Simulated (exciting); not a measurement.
**Electron–core-hole interaction in the Se K spectrum of SnSe**

Wanted: the near-edge spectrum and the bound core excitons at the Se K edge of SnSe.

Program: exciting sodium. Level of theory: X-ray absorption, core-level Bethe-Salpeter equation, exchange and statically screened direct term, Tamm-Dancoff, all-electron LAPW+lo LDA. Results are calculated unless marked as measured.

### Step 1. The starting structure

The structure is cubic, space group Fm-3m (No. 225). The conventional cell has a = 6.020 Å, b = 6.020 Å, c = 6.020 Å, α = 90.00°, β = 90.00°, γ = 90.00°. Sn has 6 Se at 3.01 Å nearest. Nearest to Se lie 6 Sn at 3.01 Å. Farther neighbours and most contacts between anions are not listed.

Coordinates:

```xyz
2
Lattice="0.0000 3.0100 3.0100 3.0100 0.0000 3.0100 3.0100 3.0100 0.0000" Properties=species:S:1:pos:R:3 pbc="T T T"
Sn    0.0000    0.0000    0.0000
Se    3.0100    3.0100    3.0100
```

Differences between curves are given as r.m.s. difference over r.m.s. height.

### Step 2. Ground state

The species files are the program's own, with muffin-tin radii set in the input.

File input.xml:

```
<input>
  <title>SnSe</title>
  <structure speciespath="." autormt="false" epslat="1.0e-5">
    <crystal>
      <basevect>0.0000000000 5.6880756341 5.6880756341</basevect>
      <basevect>5.6880756341 0.0000000000 5.6880756341</basevect>
      <basevect>5.6880756341 5.6880756341 0.0000000000</basevect>
    </crystal>
    <species speciesfile="Sn.xml" rmt="2.300">
      <atom coord="0.0000000000 0.0000000000 0.0000000000"/>
    </species>
    <species speciesfile="Se.xml" rmt="2.300">
      <atom coord="0.5000000000 0.5000000000 0.5000000000"/>
    </species>
  </structure>
  <groundstate do="fromscratch" xctype="LDA_PW" ngridk="4 4 4" rgkmax="7" gmaxvr="14" nempty="8" swidth="0.001" maxscl="100" epsengy="1e-5"/>
</input>
```

Launch:

```
OMP_NUM_THREADS=1 mpirun -n 2 exciting
```

Numbers of over 12 decimals in the logs are rounded to 6 here.

What it wrote:

```text
EXCITING SODIUM started
********************************************************************************
* Ground-state run starting from atomic densities                              *
********************************************************************************
+ Starting initialization                                                      +
[... lattice and species ...]
 Spin treatment                             :    spin-unpolarised
 Number of Bravais lattice symmetries       :      48
[...]
+ Self-consistent loop stopped                                                 +
 STATE.OUT is written
********************************************************************************
* Groundstate module stopped                                                   *
********************************************************************************
 Total time spent (seconds)                 :        15.04
- CAUTION! Warnings have been written in file WARNING.OUT !                    -
| EXCITING SODIUM stopped                                                      =
[key lines of the parts left out:]
Total energy                               :     -8600.88550767
Fermi energy                               :         0.19133322
```

The job ended after 16 s (2 MPI ranks of Arm Neoverse V2, shared host).

The warnings file holds hints only, no warning.

The mesh shows a gap of 0.58 eV. Core levels (Dirac, from the valence top):

```
atom  level  energy (eV)
  Se  2s1/2      -1598.4
  Se  2p1/2      -1434.8
  Se  2p3/2      -1393.1
  Se  3s1/2       -207.0
  Se  3p1/2       -151.0
  Se  3p3/2       -145.1
```

### Step 3. A richer basis for the empty states

Each species file gets more local orbitals, built from u and its energy derivative at 0.15 Ha and u at 0.9 Ha.

input.xml is that of step 2.

File SPECIES.xml, added lines:

```
<lo l="L">  <!-- L = 0, 1, 2 -->
  <wf matchingOrder="0" trialEnergy="0.1500" searchE="false"/>
  <wf matchingOrder="1" trialEnergy="0.1500" searchE="false"/>
  <wf matchingOrder="0" trialEnergy="0.9000" searchE="false"/>
</lo>
```

Launch:

```
OMP_NUM_THREADS=1 mpirun -n 2 exciting
```

What it wrote:

```text
EXCITING SODIUM started
********************************************************************************
* Ground-state run starting from atomic densities                              *
********************************************************************************
+ Starting initialization                                                      +
[... lattice and species ...]
 Spin treatment                             :    spin-unpolarised
 Number of Bravais lattice symmetries       :      48
[...]
+ Self-consistent loop stopped                                                 +
 STATE.OUT is written
********************************************************************************
* Groundstate module stopped                                                   *
********************************************************************************
 Total time spent (seconds)                 :        13.44
- CAUTION! Warnings have been written in file WARNING.OUT !                    -
| EXCITING SODIUM stopped                                                      =
[key lines of the parts left out:]
Total energy                               :     -8600.88577688
Fermi energy                               :         0.19149395
```

Run time: 15 s. Hardware: 2 MPI ranks.

Against the first ground state the total energy moves by -4 meV an atom and the gap by 0.00 eV.

### Step 4. Screening, kernels and BSE for Se atom 2

The absorber has 6 Sn at 3.01 Å (octahedral, site symmetry m-3m).

Changes to input.xml since step 3:

```diff
@@ -15,3 +15,20 @@
   </structure>
-  <groundstate do="fromscratch" xctype="LDA_PW" ngridk="4 4 4" rgkmax="7" gmaxvr="14" nempty="8" swidth="0.001" maxscl="100" epsengy="1e-5"/>
+  <groundstate do="skip" xctype="LDA_PW" ngridk="4 4 4" rgkmax="7" gmaxvr="14" nempty="8" swidth="0.001" maxscl="100" epsengy="1e-5"/>
+  <xs xstype="BSE" ngridk="5 5 5" ngridq="5 5 5" vkloff="0.097 0.273 0.493" rgkmax="7" nempty="25" gqmax="3" lmaxapwwf="5" lmaxemat="2" broad="0.04300" tevout="true">
+    <energywindow intv="457.991 459.608" points="439"/>
+    <screening screentype="full" nempty="44"/>
+    <BSE xas="true" xasspecies="2" xasatom="1" xasedge="K" bsetype="singlet" nstlxas="1 21"/>
+    <qpointset>
+      <qpoint>0 0 0</qpoint>
+    </qpointset>
+    <plan>
+      <doonly task="xsgeneigvec"/>
+      <doonly task="writepmatxs"/>
+      <doonly task="scrgeneigvec"/>
+      <doonly task="scrwritepmat"/>
+      <doonly task="screen"/>
+      <doonly task="scrcoulint"/>
+      <doonly task="exccoulint"/>
+    </plan>
+  </xs>
 </input>
```

File input.xml for the last start (plan only):

```
  <plan>
    <doonly task="bse"/>
  </plan>
```

Launch:

```
OMP_NUM_THREADS=1 mpirun -n 2 exciting
OMP_NUM_THREADS=2 exciting
```

What it wrote:

```text
| EXCITING SODIUM started for task xsgeneigvec ( 301)                          =
One-shot GS runs for BSE calculations
One-shot GS runs for k+qmt/2 grids
Info(xsgeneigvec): Generating eigenvectors for Q-point      1
Info(xsgeneigvec): Generation of eigenvectors finished
| EXCITING SODIUM started for task writepmatxs ( 320)                          =
Info(writepmatxs): Momentum matrix elements finished
| EXCITING SODIUM started for task scrgeneigvec ( 401)                         =
One-shot GS runs for BSE calculations
One-shot GS runs for k+qmt/2 grids
[...]
Info(setup_bse_block): Setting up RR part of hamiltonian
Info(setup_bse_block): Singlet spin state
Info(bse): Diagonalizing RR Hamiltonian (TDA)
Info(bse): Invoking Lapack routine ZHEEVR
      5250 eigen solutions found in the interval:
         i1=       1 i2=    5250
Info(bse): Writing excition energies and oscillator strengths to text file.
Info(makespectrum_dist): Making spectrum using formula for coupling with time reversed AR basis.
Info(makespectrum_dist): Using formalism for vanishing momentum transfer.
Info(writederived): Writing quantities derived from the macroscopic dielectric function.
Info(bselauncher): Spectrum finished for iqmt=  1
Info(bselauncher): All done for BSE type singlet
```

It took 33 min on 2 MPI ranks.

Wall time by task: xsgeneigvec 5.7 s, writepmatxs 14 s, scrgeneigvec 4.1 s, scrwritepmat 2.3 s, screen 2.7 min, scrcoulint 11 min, exccoulint 17 min, bse 99 s.

The Se K spectrum of Se atom 2 (energy from the Kohn–Sham onset, core level to the lowest empty state found on the meshes used, 12474.32 eV; the shifted mesh sets it, since it comes nearer the band minimum than the ground-state mesh; Im ε scaled to the maximum of the singlet run; cut below the end of the band set):

```
E (eV)  Im ε
  -7.5  0.03
  -7.0  0.03
  -6.5  0.03
  -6.0  0.03
  -5.5  0.04
  -5.0  0.04
  -4.5  0.05
  -4.0  0.06
  -3.5  0.07
  -3.0  0.08
  -2.5  0.10
  -2.0  0.12
  -1.5  0.16
  -1.0  0.21
  -0.5  0.28
   0.0  0.40
   0.5  0.55
   1.0  0.72
   1.5  0.87
   2.0  0.97
   2.5  1.00
   3.0  0.95
   3.5  0.84
   4.0  0.70
   4.5  0.57
   5.0  0.45
   5.5  0.36
   6.0  0.29
   6.5  0.24
   7.0  0.22
   7.5  0.21
   8.0  0.22
   8.5  0.23
   9.0  0.24
   9.5  0.27
  10.0  0.29
  10.5  0.32
  11.0  0.34
  11.5  0.36
  12.0  0.37
  12.5  0.37
  13.0  0.38
  13.5  0.38
  14.0  0.37
  14.5  0.36
  15.0  0.35
  15.5  0.34
  16.0  0.33
  16.5  0.33
  17.0  0.35
  17.5  0.37
  18.0  0.38
  18.5  0.39
  19.0  0.39
```

Maxima (height): 2.5 eV (1.00) and 13.3 eV (0.38).

The Hamiltonian has 5250 rows. The lowest groups of eigenvalues and the brightest ones, on the scale above. Core spinors bring spin-forbidden partners, so dark means forbidden by spin or by symmetry, and the shifted mesh splits states that symmetry would keep together:

```
energy (eV)  states within 10 meV  relative strength
     -0.034                     2               0.12
      0.005                     2              0.076
      0.165                     2              0.044
      0.204                     2              0.026
      0.314                     2              0.070
      0.360                     2               0.24
      1.761                     4               0.60
      1.953                     4               0.66
      2.171                     2               0.77
      2.182                     4               0.79
      2.545                     2               0.60
      2.559                     2               0.57
      2.668                     4               1.00
```

### Step 5. Independent particles

Changes to input.xml since step 4:

```diff
@@ -19,3 +19,3 @@
     <screening screentype="full" nempty="44"/>
-    <BSE xas="true" xasspecies="2" xasatom="1" xasedge="K" bsetype="singlet" nstlxas="1 21"/>
+    <BSE xas="true" xasspecies="2" xasatom="1" xasedge="K" bsetype="IP" nstlxas="1 21"/>
     <qpointset>
@@ -24,9 +24,3 @@
     <plan>
-      <doonly task="xsgeneigvec"/>
-      <doonly task="writepmatxs"/>
-      <doonly task="scrgeneigvec"/>
-      <doonly task="scrwritepmat"/>
-      <doonly task="screen"/>
-      <doonly task="scrcoulint"/>
-      <doonly task="exccoulint"/>
+      <doonly task="bse"/>
     </plan>
```

Launch:

```
OMP_NUM_THREADS=2 exciting
```

What it wrote:

```text
| EXCITING SODIUM started for task bse ( 445)                                  =
Info(bselauncher): Init time:    0.949145
Info(bselauncher): Setting up and diagonalizing BSE Hamiltonian.
Info(bselauncher): Using momentum transfer vectors from list :   1 to  1
Info(bselauncher): Distributing qmt-points over   1 processes.
Info(bselauncher): BSE type: IP
Info(bselauncher): Momentum transfer list index: iqmt=  1
Info(bselauncher): Momentum transfer: vqmtl=   0.000   0.000   0.000
Info(bse): Inspecting occupations...
Info(setranges_modxs): Number of non-reduced k-points:      125
[...]
highest unoccupied state:  39
  Opening gap with a scissor of:      0.000/H      0.000/eV
Info(select_transitions): Number of participating transitions:    5250
Info(bse): Selecting transitions...
Info(bse):bsegap (eV): 12474.316906
Info(bse): IP requested, nothing much to do
Info(bse): Writing excition energies and oscillator strengths to text file.
Info(makespectrum_dist): Making spectrum using formula for coupling with time reversed AR basis.
Info(makespectrum_dist): Using formalism for vanishing momentum transfer.
Info(writederived): Writing quantities derived from the macroscopic dielectric function.
Info(bselauncher): Spectrum finished for iqmt=  1
Info(bselauncher): All done for BSE type IP
```

It took 3 s on 2 threads.

Maxima (height): 3.8 eV (0.85) and 14.1 eV (0.39). Against the singlet run the r.m.s. difference is 31 %. Moving the earlier curve by +1.1 eV leaves 15 %. The highest maximum lies at 3.8 eV (0.85), against 2.5 eV (1.00).

### Step 6. Exchange alone

Changes to input.xml since step 5:

```diff
@@ -19,3 +19,3 @@
     <screening screentype="full" nempty="44"/>
-    <BSE xas="true" xasspecies="2" xasatom="1" xasedge="K" bsetype="IP" nstlxas="1 21"/>
+    <BSE xas="true" xasspecies="2" xasatom="1" xasedge="K" bsetype="RPA" nstlxas="1 21"/>
     <qpointset>
```

Launch:

```
OMP_NUM_THREADS=2 exciting
```

What it wrote:

```text
| EXCITING SODIUM started for task bse ( 445)                                  =
Info(bselauncher): Init time:    0.950382
Info(bselauncher): Setting up and diagonalizing BSE Hamiltonian.
Info(bselauncher): Using momentum transfer vectors from list :   1 to  1
Info(bselauncher): Distributing qmt-points over   1 processes.
Info(bselauncher): BSE type: RPA
Info(bselauncher): Momentum transfer list index: iqmt=  1
Info(bselauncher): Momentum transfer: vqmtl=   0.000   0.000   0.000
Info(bse): Inspecting occupations...
Info(setranges_modxs): Number of non-reduced k-points:      125
[...]
Info(setup_bse_block): Setting up RR part of hamiltonian
Info(setup_bse_block): Using RPA approximation
Info(bse): Diagonalizing RR Hamiltonian (TDA)
Info(bse): Invoking Lapack routine ZHEEVR
      5250 eigen solutions found in the interval:
         i1=       1 i2=    5250
Info(bse): Writing excition energies and oscillator strengths to text file.
Info(makespectrum_dist): Making spectrum using formula for coupling with time reversed AR basis.
Info(makespectrum_dist): Using formalism for vanishing momentum transfer.
Info(writederived): Writing quantities derived from the macroscopic dielectric function.
Info(bselauncher): Spectrum finished for iqmt=  1
Info(bselauncher): All done for BSE type RPA
```

Elapsed: 98 s, on 2 threads.

Maxima (height): 3.8 eV (0.85) and 14.1 eV (0.39). The spectrum is that of the independent-particle run within 1 %.

### Step 7. Direct term alone

Changes to input.xml since step 6:

```diff
@@ -19,3 +19,3 @@
     <screening screentype="full" nempty="44"/>
-    <BSE xas="true" xasspecies="2" xasatom="1" xasedge="K" bsetype="RPA" nstlxas="1 21"/>
+    <BSE xas="true" xasspecies="2" xasatom="1" xasedge="K" bsetype="triplet" nstlxas="1 21"/>
     <qpointset>
```

Launch:

```
OMP_NUM_THREADS=2 exciting
```

What it wrote:

```text
| EXCITING SODIUM started for task bse ( 445)                                  =
Info(bselauncher): Init time:    0.948328
Info(bselauncher): Setting up and diagonalizing BSE Hamiltonian.
Info(bselauncher): Using momentum transfer vectors from list :   1 to  1
Info(bselauncher): Distributing qmt-points over   1 processes.
Info(bselauncher): BSE type: triplet
Info(bselauncher): Momentum transfer list index: iqmt=  1
Info(bselauncher): Momentum transfer: vqmtl=   0.000   0.000   0.000
Info(bse): Inspecting occupations...
[...]
Info(setup_bse_block): Setting up RR part of hamiltonian
Info(setup_bse_block): Triplet spin state
Info(bse): Diagonalizing RR Hamiltonian (TDA)
Info(bse): Invoking Lapack routine ZHEEVR
      5250 eigen solutions found in the interval:
         i1=       1 i2=    5250
Info(bse): Writing excition energies and oscillator strengths to text file.
Info(makespectrum_dist): Making spectrum using formula for coupling with time reversed AR basis.
Info(makespectrum_dist): Using formalism for vanishing momentum transfer.
Info(writederived): Writing quantities derived from the macroscopic dielectric function.
Info(bselauncher): Spectrum finished for iqmt=  1
Info(bselauncher): All done for BSE type triplet
```

Wall time 1.8 min (2 threads).

Maxima (height): 2.5 eV (1.00) and 13.3 eV (0.38). The spectrum is that of the singlet run within 1 %.

### Step 8. Broadening

Changed against the first singlet run: half width (eV) from 1.17 to 3.51.

Changes to input.xml since step 7:

```diff
@@ -16,6 +16,6 @@
   <groundstate do="skip" xctype="LDA_PW" ngridk="4 4 4" rgkmax="7" gmaxvr="14" nempty="8" swidth="0.001" maxscl="100" epsengy="1e-5"/>
-  <xs xstype="BSE" ngridk="5 5 5" ngridq="5 5 5" vkloff="0.097 0.273 0.493" rgkmax="7" nempty="25" gqmax="3" lmaxapwwf="5" lmaxemat="2" broad="0.04300" tevout="true">
+  <xs xstype="BSE" ngridk="5 5 5" ngridq="5 5 5" vkloff="0.097 0.273 0.493" rgkmax="7" nempty="25" gqmax="3" lmaxapwwf="5" lmaxemat="2" broad="0.12899" tevout="true">
     <energywindow intv="457.991 459.608" points="439"/>
     <screening screentype="full" nempty="44"/>
-    <BSE xas="true" xasspecies="2" xasatom="1" xasedge="K" bsetype="triplet" nstlxas="1 21"/>
+    <BSE xas="true" xasspecies="2" xasatom="1" xasedge="K" bsetype="singlet" nstlxas="1 21"/>
     <qpointset>
```

Launch:

```
OMP_NUM_THREADS=2 exciting
```

What it wrote:

```text
| EXCITING SODIUM started for task bse ( 445)                                  =
Info(bselauncher): Init time:    0.949466
Info(bselauncher): Setting up and diagonalizing BSE Hamiltonian.
Info(bselauncher): Using momentum transfer vectors from list :   1 to  1
Info(bselauncher): Distributing qmt-points over   1 processes.
Info(bselauncher): BSE type: singlet
Info(bselauncher): Momentum transfer list index: iqmt=  1
Info(bselauncher): Momentum transfer: vqmtl=   0.000   0.000   0.000
Info(bse): Inspecting occupations...
[...]
Info(setup_bse_block): Setting up RR part of hamiltonian
Info(setup_bse_block): Singlet spin state
Info(bse): Diagonalizing RR Hamiltonian (TDA)
Info(bse): Invoking Lapack routine ZHEEVR
      5250 eigen solutions found in the interval:
         i1=       1 i2=    5250
Info(bse): Writing excition energies and oscillator strengths to text file.
Info(makespectrum_dist): Making spectrum using formula for coupling with time reversed AR basis.
Info(makespectrum_dist): Using formalism for vanishing momentum transfer.
Info(writederived): Writing quantities derived from the macroscopic dielectric function.
Info(bselauncher): Spectrum finished for iqmt=  1
Info(bselauncher): All done for BSE type singlet
```

Run time: 1.7 min. Hardware: 2 threads.

Against the singlet run the r.m.s. difference is 37 %. The highest maximum lies at 2.7 eV (0.51), against 2.5 eV (1.00). Only the width of each line changes; the area stays. A table step wider than the lines misses their tops.

```
E (eV)  first run  this run
 -11.0       0.01      0.04
 -10.0       0.02      0.05
  -9.0       0.02      0.06
  -8.0       0.02      0.06
  -7.0       0.03      0.08
  -6.0       0.03      0.09
  -5.0       0.04      0.11
  -4.0       0.06      0.14
  -3.0       0.08      0.17
  -2.0       0.12      0.22
  -1.0       0.21      0.29
   0.0       0.40      0.37
   1.0       0.72      0.45
   2.0       0.97      0.50
   3.0       0.95      0.51
   4.0       0.70      0.47
   5.0       0.45      0.42
   6.0       0.29      0.36
   7.0       0.22      0.33
   8.0       0.22      0.30
   9.0       0.24      0.30
  10.0       0.29      0.30
  11.0       0.34      0.31
  12.0       0.37      0.32
  13.0       0.38      0.32
  14.0       0.37      0.32
  15.0       0.35      0.31
  16.0       0.33      0.31
  17.0       0.35      0.31
  18.0       0.38      0.30
  19.0       0.39      0.30
```

(Part 1 of 2 ends here.)

[Banner, clock and machine lines of the logs are left out without a mark of their own.]

[Logs are printed without paths, hosts, clocks, repeated set-up lines and the standing remarks that a program may print on its own settings, such as how far it seeks lower states.]

[Hosts, paths, dates, database ids (printed as entryN), source tags and the programs' standing remarks are cut or masked in the printed files.]
